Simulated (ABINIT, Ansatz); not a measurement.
# CsSbSe3 (Pm-3m): zone-centre phonons, part 2 of 5

Aim: the zone-centre modes of CsSbSe3 (Pm-3m).

ABINIT 10.8.3; DFT PBE, scalar-relativistic, plane waves, SG15 norm-conserving pseudopotentials.

So far. Step 2 (Relaxation): The volume changes by -1.0 % from the cell with which this run began. The relaxed cell has a = 5.468 Å (conventional setting).

The structure was built from a prototype and need not be the compound's stable phase.

## Step 4: Zone-centre response

At q = 0 one unit cell holds all displacements. The response is solved for single atoms along the cell's directions, and symmetry skips those that follow from others. The crystal is treated as a metal, which screens a static field, so no field response is asked.

Contents of dfpt_gamma.abi:

```

# common to the responses
getwfk_filepath "gso_WFK"
kptopt 2
nqpt 1
qpt 0.0 0.0 0.0
asr 0
chneut 0

# displacements
rfphon 1
rfatpol 1 5
rfdir 1 1 1
tolvrs 1.0d-10
prtwf 0

# basis, mesh and filling
ecut 30.0
ngkpt 4 4 4
nshiftk 1
shiftk 0.0 0.0 0.0
istwfk *1
occopt 6
tsmear 0.01
nband 30
nstep 100
diemac 1000000.0
prtebands 0
prtgsr 0
useylm 1

# cell and atoms
acell 10.33350655 10.33350655 10.33350655
rprim 
    1.0 0.0 0.0
    0.0 1.0 0.0
    0.0 0.0 1.0
ntypat 3
znucl 55 51 34
natom 5
typat 1 2 3 3 3
xred 
    0.0 0.0 0.0
    0.5 0.5 0.5
    0.5 0.5 0.0
    0.5 0.0 0.5
    0.0 0.5 0.5
pp_dirpath "./pseudo"
pseudos "Cs.upf, Sb.upf, Se.upf"
```

Launch:

```bash
OMP_NUM_THREADS=1 mpirun -n 4 abinit dfpt_gamma.abi > dfpt_gamma.log
```

Numbers of over 12 decimals in the logs are rounded to 6 here.

dfpt_gamma.abo, the main output file:

```text
[banners, grids, parts of the stress and lines that vanish by symmetry left out]
- input  file    -> dfpt_gamma.abi
- output file    -> dfpt_gamma.abo
- root for input  files -> dfpt_gammai
- root for output files -> dfpt_gammao

 Symmetries : space group Pm -3 m (#221); Bravais cP (primitive cubic)
================================================================================
 Values of the parameters that define the memory need of the present run (RF).
     intxc =       0      iscf =       7    lmnmax =      18     lnmax =       6
     mgfft =      54  mpssoang =       3    mqgrid =    3001     natom =       5
  nloc_mem =       1    nspden =       1   nspinor =       1    nsppol =       1
      nsym =      48    n1xccc =       0    ntypat =       3    occopt =       6
   xclevel =       2
-    mband =          30        mffmem =           1         mkmem =           9
-   mkqmem =           9        mk1mem =           9           mpw =        8722
      nfft =      157464          nkpt =          36
- my_mband =          30
================================================================================
================================================================================

--------------------------------------------------------------------------------
------------- Echo of variables that govern the present computation ------------
--------------------------------------------------------------------------------
-
- outvars: echo of selected default values
-   iomode0 =  0 , fftalg0 =312 , wfoptalg0 =  0
-
- outvars: echo of global parameters not present in the input file
-  max_nthreads =    1
-
 -outvars: echo values of preprocessed input variables
 [... echo left out ...]
================================================================================

 chkinp: Checking input parameters for consistency.

[...]
== DATASET  1 ==================================================================
-   mpi_nproc: 4, omp_nthreads: 1 (-1 if OMP is not activated)

--- !DatasetInfo
iteration_state: {dtset: 1, }
dimensions: {natom: 5, nkpt: 36, mband: 30, nsppol: 1, nspinor: 1, nspden: 1, mpw: 8722, }
cutoff_energies: {ecut:  30.0, pawecutdg:  -1.0, }
electrons: {nelect:   4.20000000E+01, charge:   0.00000000E+00, occopt:   6.00000000E+00, tsmear:   1.00000000E-02, }
meta: {optdriver: 1, rfphon: 1, }
...

 mkfilename: getwfk from: gso_WFK

 Real(R)+Recip(G) space primitive vectors, cartesian coordinates (Bohr,Bohr^-1):
 R(1)= 10.3335066  0.0000000  0.0000000  G(1)=  0.0967726  0.0000000  0.0000000
 R(2)=  0.0000000 10.3335066  0.0000000  G(2)=  0.0000000  0.0967726  0.0000000
 R(3)=  0.0000000  0.0000000 10.3335066  G(3)=  0.0000000  0.0000000  0.0967726
 Unit cell volume ucvol=  1.1034259E+03 bohr^3
 Angles (23,13,12)=  9.00000000E+01  9.00000000E+01  9.00000000E+01 degrees
 setup1 : take into account q-point for computing boxcut.

 getcut: wavevector=  0.0000  0.0000  0.0000  ngfft=  54  54  54
         ecut(hartree)=     30.000   => boxcut(ratio)=   2.11944

--- Pseudopotential description ------------------------------------------------
- pspini: atom type   1  psp file is ./pseudo/Cs.upf

- pspini: atom type   2  psp file is ./pseudo/Sb.upf

- pspini: atom type   3  psp file is ./pseudo/Se.upf

   3.23631259E+03                                ecore*ucvol(ha*bohr**3)
--------------------------------------------------------------------------------

 ==>  initialize data related to q vector <==

 The list of irreducible perturbations for this q vector is:
    1)    idir= 1    ipert=   1
    2)    idir= 1    ipert=   2
    3)    idir= 1    ipert=   3
    4)    idir= 3    ipert=   3

[...]
The perturbation idir=   2  ipert=   1 is
 symmetric of a previously calculated perturbation.
 So, its SCF calculation is not needed.

 The perturbation idir=   3  ipert=   1 is
 symmetric of a previously calculated perturbation.
 So, its SCF calculation is not needed.

 The perturbation idir=   2  ipert=   2 is
 symmetric of a previously calculated perturbation.
 So, its SCF calculation is not needed.

 The perturbation idir=   3  ipert=   2 is
 symmetric of a previously calculated perturbation.
 So, its SCF calculation is not needed.

[...]
The perturbation idir=   2  ipert=   5 is
 symmetric of a previously calculated perturbation.
 So, its SCF calculation is not needed.

 The perturbation idir=   3  ipert=   5 is
 symmetric of a previously calculated perturbation.
 So, its SCF calculation is not needed.

--------------------------------------------------------------------------------
 Perturbation wavevector (in red.coord.)   0.000000  0.000000  0.000000
 Perturbation : displacement of atom   1   along direction   1
 Found     8 symmetries that leave the perturbation invariant.

[...]
dfpt_looppert : total number of electrons, from k and k+q
  fully or partially occupied states are    4.200000E+01 and    4.200000E+01.
 Initialisation of the first-order wave-functions :
  ireadwf=   0

--- !BeginCycle
iteration_state: {dtset: 1, }
solver: {iscf: 7, nstep: 100, nline: 4, wfoptalg: 0, }
tolerances: {tolvrs: 1.00E-10, }
...

     iter   2DEtotal(Ha)        deltaE(Ha) residm    vres2
-ETOT  1   2.120624     -9.980E+02 2.222E+00 1.695E+03
 ETOT  2   1.468621     -6.520E-01 2.065E-01 4.115E+01
 ETOT  3   1.462569     -6.053E-03 1.094E-02 3.224E+01
 ETOT  4   1.458535     -4.033E-03 9.463E-03 1.726E+00
 ETOT  5   1.458011     -5.246E-04 2.628E-03 1.406E-01
[...]
At SCF step   13       vres2   =  1.63E-11 < tolvrs=  1.00E-10 =>converged.
[...]
Mean square residual over all n,k,spin=   39.810E-10; max=  10.556E-07

 Thirteen components of 2nd-order total energy (hartree) are
 1,2,3: 0th-order hamiltonian combined with 1st-order wavefunctions
     kin0=   8.01382855E+02 eigvalue=   6.52545968E+01  local=  -5.58635957E+02
 4,5,6: 1st-order hamiltonian combined with 1st and 0th-order wfs
 loc psp =  -7.69983080E+02  Hartree=   3.21177351E+02     xc=  -1.15794316E+02
 note that "loc psp" includes a xc core correction that could be resolved
 7,8,9: eventually, occupation + non-local contributions
    edocc=   7.51618671E+01     enl0=   4.10146077E+02   enl1=  -1.22740187E+03
 1-9 gives the relaxation energy (to be shifted if some occ is /=2.0)
   erelax=  -9.98692475E+02
 10,11,12 Non-relaxation  contributions : frozen-wavefunctions and Ewald
 fr.local=   2.64151643E+02 fr.nonlo=   6.15606902E+02  Ewald=   1.20391920E+02
 13,14 Frozen wf xc core corrections (1) and (2)
 frxc 1  =   0.00000000E+00  frxc 2 =   0.00000000E+00
 Resulting in :
 2DEtotal=    0.1457990468E+01 Ha. Also 2DEtotal=    0.396739417737E+02 eV
    (2DErelax=   -9.9869247462E+02 Ha. 2DEnonrelax=    1.0001504651E+03 Ha)
    (  non-var. 2DEtotal :    1.4579906945E+00 Ha)

[...]
Perturbation wavevector (in red.coord.)   0.000000  0.000000  0.000000
 Perturbation : displacement of atom   2   along direction   1
 Found     8 symmetries that leave the perturbation invariant.

[...]
dfpt_looppert : total number of electrons, from k and k+q
  fully or partially occupied states are    4.200000E+01 and    4.200000E+01.
 Initialisation of the first-order wave-functions :
  ireadwf=   0

--- !BeginCycle
iteration_state: {dtset: 1, }
solver: {iscf: 7, nstep: 100, nline: 4, wfoptalg: 0, }
tolerances: {tolvrs: 1.00E-10, }
...

     iter   2DEtotal(Ha)        deltaE(Ha) residm    vres2
-ETOT  1  0.444386     -1.781E+04 3.414E+01 2.585E+02
[...]
At SCF step   13       vres2   =  2.42E-11 < tolvrs=  1.00E-10 =>converged.
[...]
Mean square residual over all n,k,spin=   77.887E-10; max=  38.793E-07

 Thirteen components of 2nd-order total energy (hartree) are
 1,2,3: 0th-order hamiltonian combined with 1st-order wavefunctions
     kin0=   1.84320899E+04 eigvalue=   4.20154626E+03  local=  -1.18128521E+04
 4,5,6: 1st-order hamiltonian combined with 1st and 0th-order wfs
 loc psp =  -5.51851007E+03  Hartree=   2.08619941E+03     xc=  -5.15873610E+02
 note that "loc psp" includes a xc core correction that could be resolved
 7,8,9: eventually, occupation + non-local contributions
    edocc=   5.71101528E+01     enl0=   5.35982673E+03   enl1=  -3.00975835E+04
 1-9 gives the relaxation energy (to be shifted if some occ is /=2.0)
   erelax=  -1.78080468E+04
 10,11,12 Non-relaxation  contributions : frozen-wavefunctions and Ewald
 fr.local=   2.61288107E+03 fr.nonlo=   1.50288319E+04  Ewald=   1.64170800E+02
 13,14 Frozen wf xc core corrections (1) and (2)
 frxc 1  =   0.00000000E+00  frxc 2 =   0.00000000E+00
 Resulting in :
 2DEtotal=   -0.2162974880E+01 Ha. Also 2DEtotal=   -0.588575449076E+02 eV
    (2DErelax=   -1.7808046771E+04 Ha. 2DEnonrelax=    1.7805883796E+04 Ha)
    (  non-var. 2DEtotal :   -2.1629757696E+00 Ha)

[...]
Perturbation wavevector (in red.coord.)   0.000000  0.000000  0.000000
 Perturbation : displacement of atom   3   along direction   1
 Found     4 symmetries that leave the perturbation invariant.

[...]
dfpt_looppert : total number of electrons, from k and k+q
  fully or partially occupied states are    4.200000E+01 and    4.200000E+01.
 Initialisation of the first-order wave-functions :
  ireadwf=   0

--- !BeginCycle
iteration_state: {dtset: 1, }
solver: {iscf: 7, nstep: 100, nline: 4, wfoptalg: 0, }
tolerances: {tolvrs: 1.00E-10, }
...

     iter   2DEtotal(Ha)        deltaE(Ha) residm    vres2
-ETOT  1  5.26029589187260E-02 -5.400E+02 2.792E+00 7.605E+02
[...]
At SCF step   13       vres2   =  3.68E-11 < tolvrs=  1.00E-10 =>converged.
[...]
Mean square residual over all n,k,spin=   11.859E-09; max=  59.005E-07

 Thirteen components of 2nd-order total energy (hartree) are
 1,2,3: 0th-order hamiltonian combined with 1st-order wavefunctions
     kin0=   4.82339211E+02 eigvalue=  -3.02988822E+00  local=  -4.14232415E+02
 4,5,6: 1st-order hamiltonian combined with 1st and 0th-order wfs
 loc psp =  -2.99556195E+02  Hartree=   1.61020817E+02     xc=  -5.83170384E+01
 note that "loc psp" includes a xc core correction that could be resolved
 7,8,9: eventually, occupation + non-local contributions
    edocc=   2.35737434E+01     enl0=   3.48953534E+02   enl1=  -7.81059733E+02
 1-9 gives the relaxation energy (to be shifted if some occ is /=2.0)
   erelax=  -5.40307964E+02
 10,11,12 Non-relaxation  contributions : frozen-wavefunctions and Ewald
 fr.local=   1.75073961E+02 fr.nonlo=   4.00833246E+02  Ewald=  -3.58932922E+01
 13,14 Frozen wf xc core corrections (1) and (2)
 frxc 1  =   0.00000000E+00  frxc 2 =   0.00000000E+00
 Resulting in :
 2DEtotal=   -0.2940502234E+00 Ha. Also 2DEtotal=   -0.800151420517E+01 eV
    (2DErelax=   -5.4030796445E+02 Ha. 2DEnonrelax=    5.4001391423E+02 Ha)
    (  non-var. 2DEtotal :   -2.9404979058E-01 Ha)

[...]
Perturbation wavevector (in red.coord.)   0.000000  0.000000  0.000000
 Perturbation : displacement of atom   3   along direction   3
 Found     8 symmetries that leave the perturbation invariant.

--------------------------------------------------------------------------------

--------------------------------------------------------------------------------

 dfpt_looppert : total number of electrons, from k and k+q
  fully or partially occupied states are    4.200000E+01 and    4.200000E+01.
 Initialisation of the first-order wave-functions :
  ireadwf=   0

--- !BeginCycle
iteration_state: {dtset: 1, }
solver: {iscf: 7, nstep: 100, nline: 4, wfoptalg: 0, }
tolerances: {tolvrs: 1.00E-10, }
...

     iter   2DEtotal(Ha)        deltaE(Ha) residm    vres2
-ETOT  1   2.283491     -5.203E+02 2.559E+00 7.577E+03
[...]
ETOT 12  0.283162     -3.251E-11 9.584E-06 1.336E-10
 ETOT 13  0.283162      2.592E-11 1.543E-06 1.799E-11

 At SCF step   13       vres2   =  1.80E-11 < tolvrs=  1.00E-10 =>converged.
[...]
Mean square residual over all n,k,spin=   60.780E-10; max=  15.432E-07

 Thirteen components of 2nd-order total energy (hartree) are
 1,2,3: 0th-order hamiltonian combined with 1st-order wavefunctions
     kin0=   4.51579463E+02 eigvalue=   3.18226938E+00  local=  -3.63927093E+02
 4,5,6: 1st-order hamiltonian combined with 1st and 0th-order wfs
 loc psp =  -3.45439099E+02  Hartree=   1.74320041E+02     xc=  -5.75106395E+01
 note that "loc psp" includes a xc core correction that could be resolved
 7,8,9: eventually, occupation + non-local contributions
    edocc=   3.56204633E+01     enl0=   2.79081202E+02   enl1=  -6.99252314E+02
 1-9 gives the relaxation energy (to be shifted if some occ is /=2.0)
   erelax=  -5.22345706E+02
 10,11,12 Non-relaxation  contributions : frozen-wavefunctions and Ewald
 fr.local=  -1.39970695E+02 fr.nonlo=   3.28139700E+02  Ewald=   3.34459864E+02
 13,14 Frozen wf xc core corrections (1) and (2)
 frxc 1  =   0.00000000E+00  frxc 2 =   0.00000000E+00
 Resulting in :
 2DEtotal=    0.2831620061E+00 Ha. Also 2DEtotal=    0.770523071945E+01 eV
    (2DErelax=   -5.2234570623E+02 Ha. 2DEnonrelax=    5.2262886823E+02 Ha)
    (  non-var. 2DEtotal :    2.8316190632E-01 Ha)

[...]
---- first-order wavefunction calculations are completed ----

 ==> Compute Derivative Database <==

 [... matrices left out ...]
  Phonon wavevector (reduced coordinates) :  0.00000  0.00000  0.00000
 Phonon energies in Hartree :
  -3.727746E-04 -3.727746E-04 -3.727746E-04 -1.726829E-04 -1.726829E-04
  -1.726829E-04  7.174041E-06  7.174041E-06  7.174042E-06  1.578621E-04
   1.578621E-04  1.578621E-04  2.984269E-04  2.984269E-04  2.984269E-04
 Phonon frequencies in cm-1    :
- -8.181457E+01 -8.181457E+01 -8.181457E+01 -3.789951E+01 -3.789951E+01
- -3.789951E+01  1.574520E+00  1.574520E+00  1.574520E+00  3.464673E+01
-  3.464673E+01  3.464673E+01  6.549713E+01  6.549713E+01  6.549713E+01

== END DATASET(S) ==============================================================
================================================================================

 -outvars: echo values of variables after computation
            acell      1.0333506550E+01  1.0333506550E+01  1.0333506550E+01 Bohr
           etotal      2.8316200615E-01
            fcart      0.0000000000E+00  0.0000000000E+00  0.0000000000E+00
           strten      0.0000000000E+00  0.0000000000E+00  0.0000000000E+00
================================================================================
```

Run time: 5 min. Hardware: 4 MPI ranks of Arm Neoverse V1, shared host.

This step gave:

* largest acoustic frequency at the zone centre before the sum rule: 1.57 cm⁻¹
* highest optical zone-centre mode (no LO-TO term): 65.5 cm⁻¹
* lowest optical zone-centre mode: -81.81 cm⁻¹

The acoustic modes at Γ come out as far as 1.6 cm⁻¹ from zero, where they should vanish, a small numerical error. The lowest optical mode is imaginary, 82i cm⁻¹, an instability at this level and on this k mesh.

(Part 2 of 5 ends here.)

[Host names and launcher messages were left out of these logs when they were recorded.]

[Logs are printed without paths, hosts, clocks, repeated set-up lines and the standing remarks that a program may print on its own settings, such as how far it seeks lower states.]

[Hosts, paths, dates, database ids (printed as entryN), source tags and the programs' standing remarks are cut or masked in the printed files.]
